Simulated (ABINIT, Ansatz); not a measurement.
# TlSi3 (Pm-3m): zone-centre phonons, part 4 of 4

Wanted: the vibrations of TlSi3 (Pm-3m) at Γ, by two programs.

ABINIT 10.8.3; DFT LDA, scalar-relativistic, plane waves, PseudoDojo norm-conserving pseudopotentials.

So far. Step 4 (Linear response at Γ): The acoustic modes at Γ come out as far as 4.5 cm⁻¹ from zero, where they should vanish, a small numerical error. The lowest optical mode is imaginary, 171i cm⁻¹, an instability at this level and on this k mesh. Step 5 (Modes with the sum rule): The rule moves no optical mode by more than 0.1 cm⁻¹. The relaxed cell has a = 4.195 Å (conventional setting).

The structure was built from a prototype and need not be the compound's stable phase.

### Step 6. Sum rules set otherwise (asr 0)

Without the rule the raw error of the acoustic modes shows.

anaddb.abi reads:

```
ddb_filepath "gamma_DDB"
output_file "anaddb.abo"
outdata_prefix "anaddb"
asr 0
chneut 0
enunit 2
eivec 1
nph1l 1
qph1l 0.0 0.0 0.0 1.0
```

mrgddb.in reads:

```
gamma_DDB
merged
2
dfpt_gammao_DDB
gso_DDB
```

The run is started by

```
$ mrgddb < mrgddb.in > mrgddb.log
$ OMP_NUM_THREADS=1 anaddb anaddb.abi > anaddb.log
```

anaddb.abo, the main output file:

```text
-outvars_anaddb: echo values of input variables ----------------------

 Miscellaneous information :
      enunit         2
       eivec         1
      chneut         0
 First list of wavevector (reduced coord.) :
       nph1l         1
       qph1l
                     0.00000000E+00  0.00000000E+00  0.00000000E+00    1.000E+00

================================================================================

 read the DDB information and perform some checks

  ==== Info on the Cryst% object ====
 Real(R)+Recip(G) space primitive vectors, cartesian coordinates (Bohr,Bohr^-1):
 R(1)=  7.9282618  0.0000000  0.0000000  G(1)=  0.1261311  0.0000000  0.0000000
 R(2)=  0.0000000  7.9282618  0.0000000  G(2)=  0.0000000  0.1261311  0.0000000
 R(3)=  0.0000000  0.0000000  7.9282618  G(3)=  0.0000000  0.0000000  0.1261311
 Unit cell volume ucvol=  4.9834942E+02 bohr^3
 Angles (23,13,12)=  9.00000000E+01  9.00000000E+01  9.00000000E+01 degrees
 Time-reversal symmetry is present
 Reduced atomic positions [iatom, xred, symbol]:
    1)    0.0000000  0.0000000  0.0000000  Tl
    2)    0.0000000  0.5000000  0.5000000  Si
    3)    0.5000000  0.0000000  0.5000000  Si
    4)    0.5000000  0.5000000  0.0000000  Si

 DDB file with 3 blocks has been read.

================================================================================

 Treat the first list of vectors

  Phonon wavevector (reduced coordinates) :  0.00000  0.00000  0.00000
 Phonon energies in Hartree :
  -7.783267E-04 -7.783267E-04 -7.783267E-04 -4.498839E-04 -4.498839E-04
  -4.498839E-04  2.026467E-05  2.026467E-05  2.026467E-05  8.221221E-04
   8.221221E-04  8.221221E-04
 Phonon energies in meV     :
- -2.117935E+01 -2.117935E+01 -2.117935E+01 -1.224197E+01 -1.224197E+01
- -1.224197E+01  5.514299E-01  5.514299E-01  5.514299E-01  2.237108E+01
-  2.237108E+01  2.237108E+01
 Phonon frequencies in cm-1    :
- -1.708230E+02 -1.708230E+02 -1.708230E+02 -9.873811E+01 -9.873811E+01
- -9.873811E+01  4.447582E+00  4.447582E+00  4.447582E+00  1.804349E+02
-  1.804349E+02  1.804349E+02
 Phonon frequencies in Thz     :
- -5.121144E+00 -5.121144E+00 -5.121144E+00 -2.960094E+00 -2.960094E+00
- -2.960094E+00  1.333351E-01  1.333351E-01  1.333352E-01  5.409303E+00
-  5.409303E+00  5.409303E+00
 Phonon energies in Kelvin  :
- -2.457761E+02 -2.457761E+02 -2.457761E+02 -1.420621E+02 -1.420621E+02
- -1.420621E+02  6.399078E+00  6.399078E+00  6.399078E+00  2.596056E+02
-  2.596056E+02  2.596056E+02

 Eigendisplacements
 (will be given, for each mode : in cartesian coordinates
   for each atom the real part of the displacement vector,
   then the imaginary part of the displacement vector - absolute values smaller than 1.0d-7 are set to zero)
  Mode number    1   Energy   -7.783267E-04
 Attention : low frequency mode.
   (Could be unstable or acoustic mode)
-  1  0.00000000E+00  0.00000000E+00 -4.09328728E-04
-     0.00000000E+00  0.00000000E+00  0.00000000E+00
-  2  0.00000000E+00  0.00000000E+00 -6.04442648E-04
-     0.00000000E+00  0.00000000E+00  0.00000000E+00
-  3  0.00000000E+00  0.00000000E+00 -6.04442648E-04
-     0.00000000E+00  0.00000000E+00  0.00000000E+00
-  4  0.00000000E+00  0.00000000E+00  4.19314941E-03
-     0.00000000E+00  0.00000000E+00  0.00000000E+00
  Mode number    2   Energy   -7.783267E-04
 Attention : low frequency mode.
   (Could be unstable or acoustic mode)
-  1  0.00000000E+00 -4.09328727E-04  0.00000000E+00
-     0.00000000E+00  0.00000000E+00  0.00000000E+00
-  2 -1.18595182E-07 -6.04442648E-04  0.00000000E+00
-     0.00000000E+00  0.00000000E+00  0.00000000E+00
-  3  0.00000000E+00  4.19314941E-03  0.00000000E+00
-     0.00000000E+00  0.00000000E+00  0.00000000E+00
-  4  0.00000000E+00 -6.04442648E-04  0.00000000E+00
-     0.00000000E+00  0.00000000E+00  0.00000000E+00
  Mode number    3   Energy   -7.783267E-04
 Attention : low frequency mode.
   (Could be unstable or acoustic mode)
-  1  4.09328727E-04  0.00000000E+00  0.00000000E+00
-     0.00000000E+00  0.00000000E+00  0.00000000E+00
-  2 -4.19314941E-03  0.00000000E+00  0.00000000E+00
-     0.00000000E+00  0.00000000E+00  0.00000000E+00
-  3  6.04442648E-04 -1.18595182E-07  0.00000000E+00
-     0.00000000E+00  0.00000000E+00  0.00000000E+00
-  4  6.04442648E-04  0.00000000E+00  0.00000000E+00
-     0.00000000E+00  0.00000000E+00  0.00000000E+00
  Mode number    4   Energy   -4.498839E-04
 Attention : low frequency mode.
   (Could be unstable or acoustic mode)
-  1  0.00000000E+00  0.00000000E+00  0.00000000E+00
-     0.00000000E+00  0.00000000E+00  0.00000000E+00
-  2  0.00000000E+00  0.00000000E+00 -3.12509966E-03
-     0.00000000E+00  0.00000000E+00  0.00000000E+00
-  3  0.00000000E+00  0.00000000E+00  3.12509966E-03
-     0.00000000E+00  0.00000000E+00  0.00000000E+00
-  4  0.00000000E+00  0.00000000E+00  0.00000000E+00
-     0.00000000E+00  0.00000000E+00  0.00000000E+00
  Mode number    5   Energy   -4.498839E-04
 Attention : low frequency mode.
   (Could be unstable or acoustic mode)
-  1  0.00000000E+00  0.00000000E+00  0.00000000E+00
-     0.00000000E+00  0.00000000E+00  0.00000000E+00
-  2  0.00000000E+00  3.12509966E-03  0.00000000E+00
-     0.00000000E+00  0.00000000E+00  0.00000000E+00
-  3  0.00000000E+00  0.00000000E+00  0.00000000E+00
-     0.00000000E+00  0.00000000E+00  0.00000000E+00
-  4  0.00000000E+00 -3.12509966E-03  0.00000000E+00
-     0.00000000E+00  0.00000000E+00  0.00000000E+00
  Mode number    6   Energy   -4.498839E-04
 Attention : low frequency mode.
   (Could be unstable or acoustic mode)
-  1  0.00000000E+00  0.00000000E+00  0.00000000E+00
-     0.00000000E+00  0.00000000E+00  0.00000000E+00
-  2  0.00000000E+00  0.00000000E+00  0.00000000E+00
-     0.00000000E+00  0.00000000E+00  0.00000000E+00
-  3  3.12509966E-03  0.00000000E+00  0.00000000E+00
-     0.00000000E+00  0.00000000E+00  0.00000000E+00
-  4 -3.12509966E-03  0.00000000E+00  0.00000000E+00
-     0.00000000E+00  0.00000000E+00  0.00000000E+00
  Mode number    7   Energy    2.026467E-05
-  1  0.00000000E+00  0.00000000E+00 -1.37853349E-03
-     0.00000000E+00  0.00000000E+00  0.00000000E+00
-  2  0.00000000E+00  0.00000000E+00 -1.37967313E-03
-     0.00000000E+00  0.00000000E+00  0.00000000E+00
-  3  0.00000000E+00  0.00000000E+00 -1.37967313E-03
-     0.00000000E+00  0.00000000E+00  0.00000000E+00
-  4  0.00000000E+00  0.00000000E+00 -1.37705243E-03
-     0.00000000E+00  0.00000000E+00  0.00000000E+00
  Mode number    8   Energy    2.026467E-05
-  1  0.00000000E+00  1.37853349E-03  0.00000000E+00
-     0.00000000E+00  0.00000000E+00  0.00000000E+00
-  2  0.00000000E+00  1.37967313E-03  0.00000000E+00
-     0.00000000E+00  0.00000000E+00  0.00000000E+00
-  3  0.00000000E+00  1.37705243E-03  0.00000000E+00
-     0.00000000E+00  0.00000000E+00  0.00000000E+00
-  4  0.00000000E+00  1.37967313E-03  0.00000000E+00
-     0.00000000E+00  0.00000000E+00  0.00000000E+00
  Mode number    9   Energy    2.026467E-05
-  1  1.37853349E-03  0.00000000E+00  0.00000000E+00
-     0.00000000E+00  0.00000000E+00  0.00000000E+00
-  2  1.37705243E-03  0.00000000E+00  0.00000000E+00
-     0.00000000E+00  0.00000000E+00  0.00000000E+00
-  3  1.37967313E-03  0.00000000E+00  0.00000000E+00
-     0.00000000E+00  0.00000000E+00  0.00000000E+00
-  4  1.37967313E-03  0.00000000E+00  0.00000000E+00
-     0.00000000E+00  0.00000000E+00  0.00000000E+00
  Mode number   10   Energy    8.221221E-04
-  1  0.00000000E+00  0.00000000E+00  7.84964619E-04
-     0.00000000E+00  0.00000000E+00  0.00000000E+00
-  2  0.00000000E+00  0.00000000E+00 -2.73813787E-03
-     0.00000000E+00  0.00000000E+00  0.00000000E+00
-  3  0.00000000E+00  0.00000000E+00 -2.73813787E-03
-     0.00000000E+00  0.00000000E+00  0.00000000E+00
-  4  0.00000000E+00  0.00000000E+00 -2.31776531E-04
-     0.00000000E+00  0.00000000E+00  0.00000000E+00
  Mode number   11   Energy    8.221221E-04
-  1  0.00000000E+00 -7.84964619E-04  0.00000000E+00
-     0.00000000E+00  0.00000000E+00  0.00000000E+00
-  2  0.00000000E+00  2.73813787E-03  0.00000000E+00
-     0.00000000E+00  0.00000000E+00  0.00000000E+00
-  3  0.00000000E+00  2.31776531E-04  0.00000000E+00
-     0.00000000E+00  0.00000000E+00  0.00000000E+00
-  4  0.00000000E+00  2.73813787E-03  0.00000000E+00
-     0.00000000E+00  0.00000000E+00  0.00000000E+00
  Mode number   12   Energy    8.221221E-04
-  1  7.84964619E-04  0.00000000E+00  0.00000000E+00
-     0.00000000E+00  0.00000000E+00  0.00000000E+00
-  2 -2.31776531E-04  0.00000000E+00  0.00000000E+00
-     0.00000000E+00  0.00000000E+00  0.00000000E+00
-  3 -2.73813787E-03  0.00000000E+00  0.00000000E+00
-     0.00000000E+00  0.00000000E+00  0.00000000E+00
-  4 -2.73813787E-03  0.00000000E+00  0.00000000E+00
-     0.00000000E+00  0.00000000E+00  0.00000000E+00

 Analysis of degeneracies and characters (maximum tolerance=1.00E-06 a.u.)
 For each vibration mode, or group of modes if degenerate,
 the characters are given for each symmetry operation (see the list in the log file).
 Symmetry characters of vibration mode #   1
       degenerate with vibration modes #   2 to    3
  3.0 -3.0 -1.0  1.0 -1.0  1.0 -1.0  1.0  1.0 -1.0 -1.0  1.0  1.0 -1.0 -1.0  1.0
 -0.0  0.0 -0.0  0.0  0.0 -0.0  0.0 -0.0  1.0 -1.0 -1.0  1.0 -1.0  1.0  1.0 -1.0
 -0.0  0.0  0.0 -0.0  0.0 -0.0 -0.0  0.0  1.0 -1.0  1.0 -1.0 -1.0  1.0 -1.0  1.0
 Symmetry characters of vibration mode #   4
       degenerate with vibration modes #   5 to    6
  3.0 -3.0 -1.0  1.0 -1.0  1.0 -1.0  1.0 -1.0  1.0  1.0 -1.0 -1.0  1.0  1.0 -1.0
  0.0 -0.0  0.0 -0.0 -0.0  0.0 -0.0  0.0 -1.0  1.0  1.0 -1.0  1.0 -1.0 -1.0  1.0
  0.0 -0.0 -0.0  0.0 -0.0  0.0  0.0 -0.0 -1.0  1.0 -1.0  1.0  1.0 -1.0  1.0 -1.0
 Symmetry characters of vibration mode #   7
       degenerate with vibration modes #   8 to    9
  3.0 -3.0 -1.0  1.0 -1.0  1.0 -1.0  1.0  1.0 -1.0 -1.0  1.0  1.0 -1.0 -1.0  1.0
 -0.0  0.0 -0.0  0.0  0.0 -0.0  0.0 -0.0  1.0 -1.0 -1.0  1.0 -1.0  1.0  1.0 -1.0
 -0.0  0.0  0.0 -0.0  0.0 -0.0 -0.0  0.0  1.0 -1.0  1.0 -1.0 -1.0  1.0 -1.0  1.0
 Symmetry characters of vibration mode #  10
       degenerate with vibration modes #  11 to   12
  3.0 -3.0 -1.0  1.0 -1.0  1.0 -1.0  1.0  1.0 -1.0 -1.0  1.0  1.0 -1.0 -1.0  1.0
 -0.0  0.0  0.0 -0.0  0.0 -0.0 -0.0  0.0  1.0 -1.0 -1.0  1.0 -1.0  1.0  1.0 -1.0
 -0.0  0.0  0.0 -0.0 -0.0  0.0  0.0 -0.0  1.0 -1.0  1.0 -1.0 -1.0  1.0 -1.0  1.0
-
```

Elapsed: 0.76 s, on 1 thread of Intel Xeon at 2.70GHz, shared host.

Zone-centre frequencies as printed; negative means imaginary. Modes:

```csv
mode,frequency (cm⁻¹)
1,-170.8
2,-170.8
3,-170.8
4,-98.74
5,-98.74
6,-98.74
7,4.45
8,4.45
9,4.45
10,180.4
11,180.4
12,180.4
```

### Step 7. Cross-check with Ansatz

The same cell goes through another code at the same cutoff. The files are of one family, but Ansatz's library holds files of its own making for some heavy elements, so those for Tl may differ.

This step: DFT LDA, scalar-relativistic, plane waves, norm-conserving pseudopotentials of its library (PseudoDojo's, some remade) (Ansatz 0.2.0).

input.yaml reads:

```yaml
crystal:
  lattice:
    - [4.1954554852, 0.0, 0.0]
    - [0.0, 4.1954554852, 0.0]
    - [0.0, 0.0, 4.1954554852]
  atoms:
    - { symbol: Tl, position: [0.0, 0.0, 0.0] }
    - { symbol: Si, position: [0.0, 0.5, 0.5] }
    - { symbol: Si, position: [0.5, 0.0, 0.5] }
    - { symbol: Si, position: [0.5, 0.5, 0.0] }
kpoints:
  mp_grid: { grid: [6, 6, 6] }
hamiltonian:
  xc: lda
  pseudopotentials: { kind: nc, accuracy: standard }
scf:
  occupations: { method: fermi_dirac, width: 0.27211 }
output:
  eigenvalues: true
basis:
  ecutwfc: 734.707
phonons:
  method: dfpt
```

The run is started by

```
$ ansatz run input.yaml --threads 4 --pin off --max-ram 8192MiB --backend cpu --events-out ev --progress --plain --runs-dir out
```

Log:

```text
Warning: basis.ecutwfc = 734.707 eV is below the records' recommended 843.552974 eV, and the density's cutoff is lower with it unless basis.ecutrho_ratio is high enough to keep the records' density cutoff: compare with a run at a higher cutoff
band count auto-derived: 18 (N_el = 25.0; filled up to band 13; 17 by the electrons, moments and atoms)
zone centre: on kpoints.mp_grid the ground state, and the responses unless they are solved on pairs of k-points, stand on 64 of the mesh's 216 k-points, reduced under 8 symmetry operations, with k and −k counted as one. Each operation leaves every solved displacement unchanged or reverses it
Engine: ansatz 0.2.0, x86_64-unknown-linux-gnu
Pseudopotentials: kind: nc
Pseudopotential: Tl, nc, valence charge 13, recommended cutoff 843.552974 eV (normal), Tl.nc.azcp (PseudoDojo's, or run here from an input of PseudoDojo's; its table is named by hamiltonian.pseudopotentials.accuracy)
Pseudopotential: Si, nc, valence charge 4, recommended cutoff 435.38218 eV (normal), Si.nc.azcp (PseudoDojo's, or run here from an input of PseudoDojo's; its table is named by hamiltonian.pseudopotentials.accuracy)
Functional definition: SPW92
  exchange = slater_x
  correlation = pw_c
Crystal: 4 atoms, lattice volume = 73.848 Å³
Basis set: ecut = 734.707 eV, 3287 PW (Γ), exchange–correlation on 80×80×80 points (8 copies of the dense FFT grid, shifted against one another)
Bands: 18, of which v1, the nominal top of the filled ones, is band 13 counted from 1 (12 counted from 0)
Symmetry: 48 space group operations
k-points: 64 of 216 (irreducible under 8 space group operations)
Non-local potential: Tl, projectors of the file, l = 0: 2, l = 1: 2, l = 2: 2
Non-local potential: Si, projectors of the file, l = 0: 2, l = 1: 2, l = 2: 2
Initial density: superposition of atomic densities (chi_scale 0.1, normalization cell, long waves kept (reshape's long-wave potential 0.00 eV rms))
Initial wavefunctions: pseudopotential atomic-orbital guess
Functional: x = slater, c = lda
SCF iter   1: F=—  HF=-1996.528043 eV  |F-HF|=—  |Δ(HF+E_count)|=         —  Δρ=1.46e-2  dr2=1.77e-1  ethr=3.10e-3  ⟨swp⟩=6.5  Hψ=6195  notcnv=0
preconditioner: auto → Kerker (q_TF=auto, 2.278 Å⁻¹)  [metal: Δε(μ)=0.063 eV  Ē_g=10.165 eV  σ=0.272 eV  W_gap=0.06  n_scr=18 (ndim 8)  ℏωp=21.6 eV  f_vac=0.000  D(μ)=2.03/eV (n_scr^D=18)]
SCF iter   2: F=—  HF=-1996.481732 eV  |F-HF|=—  |Δ(HF+E_count)|=   4.63e-2  Δρ=8.69e-3  dr2=6.04e-2  ethr=7.08e-4  ⟨swp⟩=1.0  Hψ=1664  notcnv=0
SCF iter   3: F=—  HF=-1996.458745 eV  |F-HF|=—  |Δ(HF+E_count)|=   2.30e-2  Δρ=1.37e-3  dr2=1.01e-3  ethr=2.42e-4  ⟨swp⟩=3.0  Hψ=2045  notcnv=0
SCF iter   4: F=—  HF=-1996.458373 eV  |F-HF|=—  |Δ(HF+E_count)|=   3.73e-4  Δρ=2.90e-4  dr2=3.01e-5  ethr=4.04e-6  ⟨swp⟩=2.9  Hψ=2018  notcnv=0
SCF iter   5: F=—  HF=-1996.458362 eV  |F-HF|=—  |Δ(HF+E_count)|=   1.04e-5  Δρ=3.42e-5  dr2=5.88e-7  ethr=1.20e-7  ⟨swp⟩=2.2  Hψ=1699  notcnv=0
SCF iter   6: F=—  HF=-1996.458363 eV  |F-HF|=—  |Δ(HF+E_count)|=   1.23e-6  Δρ=4.62e-6  dr2=1.88e-8  ethr=2.35e-9  ⟨swp⟩=2.9  Hψ=2322  notcnv=0
SCF iter   7: F=—  HF=-1996.458363 eV  |F-HF|=—  |Δ(HF+E_count)|=   3.05e-9  Δρ=5.42e-7  dr2=2.27e-10  ethr=7.52e-11  ⟨swp⟩=2.5  Hψ=1766  notcnv=0
SCF iter   8: F=-1996.458363 eV  HF=-1996.458363 eV  |F-HF|=2.27e-12  |Δ(HF+E_count)|=  6.14e-12  Δρ=7.01e-8  dr2=4.78e-12  ethr=1.00e-12  ⟨swp⟩=7.2  Hψ=6568  notcnv=0
SCF 1 converged in 8 iterations: F = -1996.458363 eV  dr2 = 4.78e-12
DFPT response loops at Γ: preconditioner auto → Kerker (q_TF=auto, 2.278 Å⁻¹) (partly filled bands, converged f_vac=0.000); β = 1.00, the filter's whole step (`scf.mixing.beta` (0.50) is not read by the response loops under this deck's `scf.mixing.preconditioner`; to damp them name `kerker` or `kerker_dos`, under which they read `scf.mixing.beta`, and type it under 1.00, their step now; both keys bind the ground state too); Broyden in place of MSR1
SCF converged after 8 iterations
Free energy (F): -1996.458363 eV
Harris-Foulkes:  -1996.458363 eV  (|F-HF|=2.27e-12)
Internal energy: -1995.975503 eV  (E = F + TS)
E sigma→0 (E₀):  -1996.216933 eV
Entropy (-TS):   -0.482860 eV (-120.715 meV/atom)
Fermi energy:    10.233917 eV
--- Per-component energies (eV) ---
  E_band       = 63.489053
  E_kinetic    = 972.330529
  E_local      = -1000.015546  (includes V_loc(G=0)·N_el)
  E_nonlocal   = -229.757206
  E_hartree    = 367.357418
  E_xc         = -641.435268
  E_vxc        = -413.783524  (∫ρ·V_xc dr)
  E_ewald      = -1464.455430
  E_smearing   = -0.482860  (= −TS)
  E_closure    = -0.000000  (closes the sum)
  Σ components = -1996.458363   (vs F -1996.458363, Δ=0.00e0)
--- Band table (eV; the first three rows and the last of 64) ---
  k-point 0: bands = [... 9 lower, 6.1086, 6.1086, 6.5739, 12.2965, 12.2965, 12.2965, 14.1640, 14.1640, ... 1 higher]
  k-point 1: bands = [... 9 lower, 6.3812, 6.5246, 9.0363, 11.6323, 11.6323, 11.6639, 12.6669, 13.6176, ... 1 higher]
  k-point 2: bands = [... 9 lower, 7.1664, 7.1664, 9.9670, 9.9670, 10.7077, 10.7415, 12.2339, 14.0745, ... 1 higher]
  k-point 63: bands = [... 9 lower, 4.6504, 4.8639, 4.8639, 4.8639, 16.2665, 16.2665, 16.2665, 16.6001, ... 1 higher]
--- Phonons (Γ-DFPT): 3 representative perturbations + reference, on 64 of 216 k-points (Σ response iterations 9) ---
  k mesh reduced under 8 symmetry operations, with k and −k counted as one. Each operation leaves every solved displacement unchanged or reverses it
  ASR residual: 5.739e-5 → 0.000e0 eV/Å²; symmetrization residual: 4.243e-6 eV/Å²
  ASR residual per site (eV/Å²): 5.74e-5 1.65e-5 1.65e-5 1.65e-5
  Γ frequencies (cm⁻¹): -170.83 -170.83 -170.83 -98.72 -98.72 -98.72 0.00 0.00 0.00 180.43 180.43 180.43
  non-analytic LO–TO correction: not included (Born effective charges unavailable; polar crystals: no LO–TO splitting at Γ)
```

Wall time 19 s (4 threads); peak memory 0.9 GiB.

Numbers from this step:

```yaml
sum_rule_residual_before_enforcement: 5.74e-5 eV/Å²
```

### Step 8. The two compared: ABINIT PseudoDojo and Ansatz, library NC

Numbers from this step:

| Property | Result |
| --- | --- |
| root-mean-square difference | 0.03 cm⁻¹ |
| largest difference | 0.04 cm⁻¹ |

Frequencies side by side, by row:

```csv
q (reciprocal lattice),mode,ABINIT PseudoDojo (cm⁻¹),"Ansatz, library NC (cm⁻¹)"
0 0 0,1,-170.8,-170.8
0 0 0,2,-170.8,-170.8
0 0 0,3,-170.8,-170.8
0 0 0,4,-98.76,-98.72
0 0 0,5,-98.76,-98.72
0 0 0,6,-98.76,-98.72
0 0 0,7,0,0
0 0 0,8,0,0
0 0 0,9,0,0
0 0 0,10,180.4,180.4
0 0 0,11,180.4,180.4
0 0 0,12,180.4,180.4
```

At the zone centre the largest difference (acoustic modes at Γ apart) is 0.02 % of the highest mode.

### Step 9. Outcome

| Item | Value |
| --- | --- |
| space group after relaxation | Pm-3m |
| volume per atom | 18.5 Å³ |
| highest optical zone-centre mode (no LO-TO term) | 180.4 cm⁻¹ |
| lowest optical zone-centre mode | -170.8 cm⁻¹ |
| imaginary optical modes at the zone centre (no q mesh in this session) | yes |
| largest difference from Ansatz, library NC | 0.04 cm⁻¹ |

**Reading.** At the LDA level the optical modes of TlSi3 (Pm-3m) at the zone centre run from 171i to 180 cm⁻¹, so the structure is a saddle point, with 6 modes beyond 10i cm⁻¹ there. ABINIT PseudoDojo and Ansatz, library NC agree to 0.04 cm⁻¹ (0.02 % of the highest mode compared) on all solved modes but the acoustic ones at Γ, without the LO-TO term. These are harmonic frequencies: anharmonic shifts and widths and the lattice's thermal expansion are left out. The Fermi-Dirac smearing of 0.01 Ha is an electronic temperature of 3158 K, which adds a pressure of its own and can shift the volume and soft modes. Spin-orbit coupling is left out, which can matter for the heavy elements here. In a metal the frequencies hang on the k mesh and the smearing, most of all near Kohn anomalies. The runs are without spin polarisation, although the cell has an odd electron count or an open d or f shell, so a magnetic state was not tested. Ansatz warns that the cutoff lies 13 % under the one recommended for these files; agreement at one cutoff is not convergence. The structure is a hypothetical one, built on a prototype.

[Host names and launcher messages were left out of these logs when they were recorded.]

[Logs are printed without paths, hosts, clocks, repeated set-up lines and the standing remarks that a program may print on its own settings, such as how far it seeks lower states.]

[Hosts, paths, dates, database ids (printed as entryN), source tags and the programs' standing remarks are cut or masked in the printed files.]
